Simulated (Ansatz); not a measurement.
Two G0W0 runs on LiNbO3 (R3c).

The structure is trigonal, space group R3c (No. 161). Conventional cell: a = 5.152 Å, b = 5.152 Å, c = 13.869 Å, α = 90.00°, β = 90.00°, γ = 120.00°. Li has 6 O at 2.07 to 2.24 Å nearest. Nearest to Nb lie 6 O at 1.88 to 2.13 Å. O has 2 Nb at 1.88 to 2.13 Å and 2 Li at 2.07 to 2.24 Å nearest. Farther neighbours and most contacts between anions are not listed.

```xyz
10
Lattice="2.5758 1.4871 4.6230 -2.5758 1.4871 4.6230 0.0000 -2.9743 4.6230" Properties=species:S:1:pos:R:3 pbc="T T T"
Li    0.0000    0.0000    3.9041
Li    0.0000    0.0000   10.8386
Nb    0.0000    0.0000    0.0008
Nb    0.0000    0.0000    6.9353
O    -0.6338   -1.4403    5.5026
O     1.5642    0.1713    5.5026
O    -0.9305    1.2690    5.5026
O    -1.6453   -0.2181    7.8141
O     0.6338    1.5340    7.8141
O     1.0116   -1.3159    7.8141
```

The cell and positions come from the Crystallography Open Database and are kept as given unless a step says otherwise. PAW set soft_2, made with PBE.

The first (Ansatz 0.2.0; start PBE, 4×4×4 mesh, 226 empty bands, screening to 96 eV; 1 × NVIDIA H100 80GB HBM3 (shared by 6 runs) with 3 threads of AMD EPYC 7R13 (Zen 3), shared host) gave, on its mesh: starting gap 3.62 eV, G0W0 gap 5.13 eV, RPA ε∞ (mean) 5.13, 36 s.

Question: The second changes files from default PAW to hard PAW. What does it give?

It gave: starting gap 3.61 eV, G0W0 gap 5.13 eV, RPA ε∞ (mean) 5.13, 34 s. The G0W0 gap moves by −0.004 eV, −0.003 eV from the start and −0.001 eV from the correction. Σc changes by −0.001 eV at the valence top and −0.002 eV at the conduction bottom, and Σx − Vxc between them by −0.001 eV.

Limits: not at the basis limit; no spin-orbit coupling.

[Paths, hosts, dates, memory and timing lines, banners, echoed tables and standing remarks are left out of the program output.]

[Logs are printed without paths, hosts, clocks, repeated set-up lines and the standing remarks that a program may print on its own settings, such as how far it seeks lower states.]

[Runs of the session that timed out or met a known fault of the program may be left out.]

[Cells called generated may have been cut or substituted from an entry of the Crystallography Open Database or the Materials Project.]

[Hosts, paths, dates, database ids (printed as entryN), source tags and the programs' standing remarks are cut or masked in the printed files.]
